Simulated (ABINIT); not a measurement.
**ScHO2 (R-3m): G0W0 with ABINIT, start to end**

Aim: the G0W0 gap of ScHO2 (R-3m) on PBEsol, step by step.

Method: PBEsol and many-body steps on it, plane waves, in ABINIT 10.8.3.

Report form: inputs, costs, results and the conclusion, without the logs.

## (1) Set-up

Symmetry: R-3m, No. 166, trigonal system. Conventional cell: a = 3.233 Å, b = 3.233 Å, c = 13.593 Å, α = 90.00°, β = 90.00°, γ = 120.00°. Nearest to Sc lie 6 O at 2.14 Å. Nearest to H lie 2 O at 1.22 Å. Nearest to O lie 1 H at 1.22 Å and 3 Sc at 2.14 Å. Farther neighbours, and contacts between anions beyond the nearest, are not listed.

The cell and positions are those that the Materials Project relaxed with its own functionals (PBE, PBE+U or r2SCAN), kept fixed.

## (2) Ground state

This step: ABINIT 10.8.3; DFT, PBEsol, plane waves, norm-conserving pseudopotentials.

The ground-state density comes first.

run.abi reads:

```
acell 3*1.0 Angstrom
rprim 
  1.616589043500 0.933338119408 4.530924155205
  -1.616589043500 0.933338119408 4.530924155205
  0.000000000000 -1.866676238893 4.530924155189
ntypat 3
znucl 21 1 8
natom 4
typat 1 2 3 3
xred 
  0.000000000000 0.000000000000 0.000000000000
  0.500000000000 0.500000000000 0.500000000000
  0.589701000000 0.589701000000 0.589701000000
  0.410299000000 0.410299000000 0.410299000000
pp_dirpath "pseudos"
pseudos "Sc.upf, H.upf, O.upf"
ecut 36
ngkpt 8 8 8
nshiftk 1
shiftk 0 0 0
kptopt 1
chksymbreak 0
nband 18
occopt 1
tolvrs 1e-10
nstep 60
prtwf 0
optforces 0
optstress 0
indata_prefix "in"
outdata_prefix "out"
tmpdata_prefix "tmp"
```

Started as:

```
OMP_NUM_THREADS=1 mpirun -n 8 abinit run.abi > log
```

It took 26 s on 8 MPI ranks of Arm Neoverse V2, shared host; peak memory 0.72 GiB.

Numbers from this step:

| Item | Value |
| --- | --- |
| total energy | -2233.9812 eV |
| gap | 3.958 eV |
| k of the valence top | -0.125, 0.125, 0 |
| k of the conduction bottom | 0.5, 0.5, 0 |
| least direct gap | 4.372 eV |

The gap is indirect, with the least direct gap 0.41 eV higher.

## (3) Bands along the symmetry lines

The cheap functional maps the bands first; the places of the edges decide which points the dearer methods must see.

run.abi reads:

```
acell 3*1.0 Angstrom
rprim 
  1.616589043500 0.933338119408 4.530924155205
  -1.616589043500 0.933338119408 4.530924155205
  0.000000000000 -1.866676238893 4.530924155189
ntypat 3
znucl 21 1 8
natom 4
typat 1 2 3 3
xred 
  0.000000000000 0.000000000000 0.000000000000
  0.500000000000 0.500000000000 0.500000000000
  0.589701000000 0.589701000000 0.589701000000
  0.410299000000 0.410299000000 0.410299000000
pp_dirpath "pseudos"
pseudos "Sc.upf, H.upf, O.upf"
ecut 36
iscf -2
irdden 1
kptopt 0
nkpt 59
kpt 
  0.00000000 0.00000000 0.00000000
  0.06250000 0.06250000 0.06250000
  0.12500000 0.12500000 0.12500000
  0.18750000 0.18750000 0.18750000
  0.25000000 0.25000000 0.25000000
  0.31250000 0.31250000 0.31250000
  0.37500000 0.37500000 0.37500000
  0.43750000 0.43750000 0.43750000
  0.50000000 0.50000000 0.50000000
  0.53813058 0.46186942 0.50000000
  0.57626115 0.42373885 0.50000000
  0.61439173 0.38560827 0.50000000
  0.65252231 0.34747769 0.50000000
  0.69065289 0.30934711 0.50000000
  0.72878347 0.27121653 0.50000000
  0.76691404 0.23308596 0.50000000
  0.80504462 0.19495538 0.50000000
  0.50000000 -0.19495538 0.19495538
  0.50000000 -0.17058596 0.17058596
  0.50000000 -0.14621654 0.14621654
  0.50000000 -0.12184711 0.12184711
  0.50000000 -0.09747769 0.09747769
  0.50000000 -0.07310827 0.07310827
  0.50000000 -0.04873885 0.04873885
  0.50000000 -0.02436942 0.02436942
  0.50000000 0.00000000 0.00000000
  0.43750000 0.00000000 0.00000000
  0.37500000 0.00000000 0.00000000
  0.31250000 0.00000000 0.00000000
  0.25000000 0.00000000 0.00000000
  0.18750000 0.00000000 0.00000000
  0.12500000 0.00000000 0.00000000
  0.06250000 0.00000000 0.00000000
  0.00000000 0.00000000 0.00000000
  0.04343471 -0.04343471 0.00000000
  0.08686942 -0.08686942 0.00000000
  0.13030413 -0.13030413 0.00000000
  0.17373885 -0.17373885 0.00000000
  0.21717356 -0.21717356 0.00000000
  0.26060827 -0.26060827 0.00000000
  0.30404298 -0.30404298 0.00000000
  0.34747769 -0.34747769 0.00000000
  0.65252231 0.00000000 0.34747769
  0.63345702 0.00000000 0.36654298
  0.61439173 0.00000000 0.38560827
  0.59532644 0.00000000 0.40467356
  0.57626116 0.00000000 0.42373885
  0.55719587 0.00000000 0.44280413
  0.53813058 0.00000000 0.46186942
  0.51906529 0.00000000 0.48093471
  0.50000000 0.00000000 0.50000000
  0.43750000 0.00000000 0.43750000
  0.37500000 0.00000000 0.37500000
  0.31250000 0.00000000 0.31250000
  0.25000000 0.00000000 0.25000000
  0.18750000 0.00000000 0.18750000
  0.12500000 0.00000000 0.12500000
  0.06250000 0.00000000 0.06250000
  0.00000000 0.00000000 0.00000000
istwfk *1
nband 19
nbdbuf 2
tolwfr 1e-08
nstep 40
prtwf 0
prtvol 0
indata_prefix "in"
outdata_prefix "out"
tmpdata_prefix "tmp"
```

The job ended after 11 s (8 MPI ranks; peak memory 0.57 GiB; 88 s of CPU time).

Numbers from this step:

```yaml
gap: 3.960 eV
k_of_the_valence_top: 0.1303, -0.1303, 0
k_of_the_conduction_bottom: 0.5, 0, 0.5
least_direct_gap: 4.632 eV
```

The gap is 3.960 eV, +0.001 eV from the run before at this level.

The electronic bands at the labelled points (eV, zero at the top of the highest filled band):

```
     point  band 9  band 10  band 11  band 12  band 13  band 14  band 15  band 16
         Γ   -2.24    -0.56    -0.56    -0.16     4.62     4.79     4.79     6.02
   halfway   -2.39    -1.24    -0.33    -0.33     4.80     4.80     5.01     6.81
         T   -2.51    -2.51    -0.12    -0.12     4.82     4.82     5.62     7.10
   halfway   -2.22    -2.00    -1.07    -0.75     4.72     5.11     5.74     6.49
        H2   -2.45    -2.23    -1.06    -0.98     4.87     5.13     5.69     7.40
jump to H0   -2.45    -2.23    -1.06    -0.98     4.87     5.13     5.69     7.40
   halfway   -2.38    -1.48    -1.10    -0.99     4.66     5.47     5.58     7.35
         L   -2.06    -1.27    -1.27    -0.80     4.32     5.54     5.93     7.61
   halfway   -2.02    -1.96    -0.87    -0.16     4.49     5.15     5.45     7.32
         Γ   -2.24    -0.56    -0.56    -0.16     4.62     4.79     4.79     6.02
   halfway   -2.32    -1.68    -1.36    -0.07     4.61     4.97     5.72     7.11
        S0   -2.56    -2.07    -1.08    -0.96     4.84     5.22     5.63     7.37
jump to S2   -2.56    -2.07    -1.08    -0.96     4.84     5.22     5.63     7.37
   halfway   -2.43    -1.74    -1.40    -0.80     4.30     5.48     5.84     7.26
         F   -2.47    -1.65    -1.28    -0.73     3.96     5.64     5.95     7.15
   halfway   -1.92    -1.80    -0.98    -0.35     4.28     5.40     5.45     6.57
         Γ   -2.24    -0.56    -0.56    -0.16     4.62     4.79     4.79     6.02
```

## (4) Empty states on the mesh, 4×4×4 mesh, 67 bands

The sums over transitions need many empty states on a uniform mesh; this step solves for them.

run.abi reads:

```
acell 3*1.0 Angstrom
rprim 
  1.616589043500 0.933338119408 4.530924155205
  -1.616589043500 0.933338119408 4.530924155205
  0.000000000000 -1.866676238893 4.530924155189
ntypat 3
znucl 21 1 8
natom 4
typat 1 2 3 3
xred 
  0.000000000000 0.000000000000 0.000000000000
  0.500000000000 0.500000000000 0.500000000000
  0.589701000000 0.589701000000 0.589701000000
  0.410299000000 0.410299000000 0.410299000000
pp_dirpath "pseudos"
pseudos "Sc.upf, H.upf, O.upf"
ecut 36
ngkpt 4 4 4
nshiftk 1
shiftk 0 0 0
kptopt 1
chksymbreak 0
iscf -2
irdden 1
istwfk *1
nband 67
nbdbuf 6
tolwfr 1e-09
nstep 60
prtvol 0
indata_prefix "in"
outdata_prefix "out"
tmpdata_prefix "tmp"
```

Elapsed: 11 s, on 8 MPI ranks; peak memory 0.57 GiB; 91 s of CPU time.

This step gave:

```yaml
gap: 4.075 eV
k_of_the_valence_top: 0.5, 0.5, 0.5
k_of_the_conduction_bottom: 0.5, 0.5, 0
least_direct_gap: 4.632 eV
k_points_computed: 13
lowest_point_of_the_top_converged_band_above_the_valence_top: 57.1572 eV
```

On this mesh the gap is 4.075 eV. The earlier step found 3.958 eV, so this mesh misses an edge.

## (5) Screening, 4×4×4 mesh, 61 bands, screening to 130.6 eV

The RPA dielectric matrix is built and inverted for each q.

This step: RPA screening on PBEsol, plane waves, norm-conserving pseudopotentials.

Changes to run.abi since step 4:

```diff
@@ -22,10 +22,11 @@
 chksymbreak 0
-iscf -2
-irdden 1
 istwfk *1
-nband 67
-nbdbuf 6
-tolwfr 1e-09
-nstep 60
-prtvol 0
+occopt 1
+irdwfk 1
+optdriver 3
+nband 61
+ecuteps 4.8
+inclvkb 2
+awtr 1
+symchi 1
 indata_prefix "in"
```

Elapsed: 23 s, on 8 MPI ranks; peak memory 2.1 GiB.

Read from the output:

| Property | Result |
| --- | --- |
| ε∞ with local fields, on this mesh | 3.928 |
| ε∞ without local fields, on this mesh | 4.271 |
| plasma frequency | 28.40 eV |
| plane waves in the screening matrix | 135 |

Local fields lower ε∞ by 8 %.

## (6) Self-energy, 4×4×4 mesh, 61 bands, screening to 130.6 eV

The self-energy is evaluated for the states that the input lists, and the quasiparticle equation is solved.

This step: G0W0 on PBEsol, plane waves, norm-conserving pseudopotentials.

Changes to run.abi since step 5:

```diff
@@ -25,8 +25,21 @@
 irdwfk 1
-optdriver 3
+optdriver 4
 nband 61
+gwcalctyp 0
+ecutsigx 36
+symsigma 1
+nkptgw 4
+kptgw 
+  0.5000000000 0.5000000000 0.5000000000
+  0.5000000000 0.5000000000 0.0000000000
+  0.2500000000 0.2500000000 0.0000000000
+  0.0000000000 0.0000000000 0.0000000000
+bdgw 
+  11 14
+  11 14
+  11 14
+  10 15
 ecuteps 4.8
-inclvkb 2
-awtr 1
-symchi 1
+irdscr 1
+ppmodel 1
 indata_prefix "in"
```

The job ended after 6.9 s (8 MPI ranks; peak memory 1.6 GiB).

Numbers from this step:

```yaml
g0w0_gap_on_the_mesh: 6.635 eV
starting_gap_on_the_mesh: 4.075 eV
k_of_the_valence_top: 0, 0, 0
k_of_the_conduction_bottom: 0.5, 0.5, 0
z_at_the_valence_top: 0.794
z_at_the_conduction_bottom: 0.818
least_direct_g0w0_gap_on_the_computed_points: 7.187 eV
```

The gap on the mesh goes from 4.08 eV to 6.64 eV, a correction of +2.56 eV. The start differs from the 3.96 eV found before because the two sample other k points.

Limits: finite bands, cutoff and mesh. v1 is the top filled band, c1 the lowest empty one. The levels before and after the correction (eV, zero at the valence-band top of each column):

```
           conduction bottom  valence top
Kohn-Sham               4.08         0.00
     G0W0               6.63         0.00
```

```
                    level  energy (eV)
Kohn-Sham  (0.5 0.5 0) v2       -1.161
Kohn-Sham  (0.5 0.5 0) v1       -0.612
Kohn-Sham  (0.5 0.5 0) c1        4.075
Kohn-Sham  (0.5 0.5 0) c2        5.760
Kohn-Sham         Γ v3-v2       -0.448
Kohn-Sham            Γ v1       -0.045
Kohn-Sham            Γ c1        4.737
Kohn-Sham         Γ c2-c3        4.905
     G0W0  (0.5 0.5 0) v2       -1.429
     G0W0  (0.5 0.5 0) v1       -0.689
     G0W0  (0.5 0.5 0) c1        6.635
     G0W0  (0.5 0.5 0) c2        8.871
     G0W0         Γ v3-v2       -0.572
     G0W0            Γ v1        0.000
     G0W0            Γ c1        7.187
     G0W0         Γ c2-c3        7.828
```

## (7) Where the time went

Times are wall times on 8 MPI ranks of Arm Neoverse V2, shared host, good to a factor of about two.

```
                          step   time  share  memory (GiB)
                  ground state   26 s   33 %          0.72
bands along the symmetry lines   11 s   14 %          0.57
      empty states on the mesh   11 s   15 %          0.57
                     screening   23 s   29 %           2.1
                   self-energy  6.9 s    9 %           1.6
```

## (8) Outcome

| Quantity | Value |
| --- | --- |
| PBEsol gap | 3.96 eV, indirect |
| G0W0 gap on the mesh | 6.64 eV |
| G0W0 gap over the zone (rigid shift) | 6.52 eV |
| GW settings | 4×4×4 mesh, 61 bands, screening to 130.6 eV, Godby-Needs plasmon pole |
| known limits | short of the basis limit |

In words: G0W0 moves the gap on the mesh from 4.08 eV to 6.64 eV (+2.56 eV), with Z of 0.79 and 0.82 at the edges. The mesh misses the band edges by 0.12 eV in all; a rigid shift gives 6.52 eV for the zone. Local fields lower the RPA ε∞ on this mesh from 4.27 to 3.93. Bands and cutoff are finite, so the gap stands short of the basis limit, usually by up to a few tenths of an eV; the mesh is an error of its own.

[Long decimals in the printed logs are rounded to 6 places.]

[Logs are printed without paths, hosts, clocks, repeated set-up lines and the standing remarks that a program may print on its own settings, such as how far it seeks lower states.]

[Paths, hosts, dates, memory and timing lines, banners, echoed tables and standing remarks are left out of the program output; an Ansatz launch command may be rebuilt from the run's recorded settings. Measured values are a selection of at most five: reports struck by readers or far from the other reports are left out. None is set beside runs whose start may be inverted or whose files or cutoffs have a known fault.]

[Runs of the session that timed out or met a known fault of the program may be left out.]

[Hosts, paths, dates, database ids (printed as entryN), source tags and the programs' standing remarks are cut or masked in the printed files.]

[G0W0 gaps are taken among the corrected bands and points alone; a level outside them can change the order at an edge.]

[Where Ansatz stands beside ABINIT at settings called matched, ABINIT's density can come from a denser mesh and the files from another edition; pairs whose starting gaps differed by over 0.03 eV were left out, so agreement reads better than it is.]
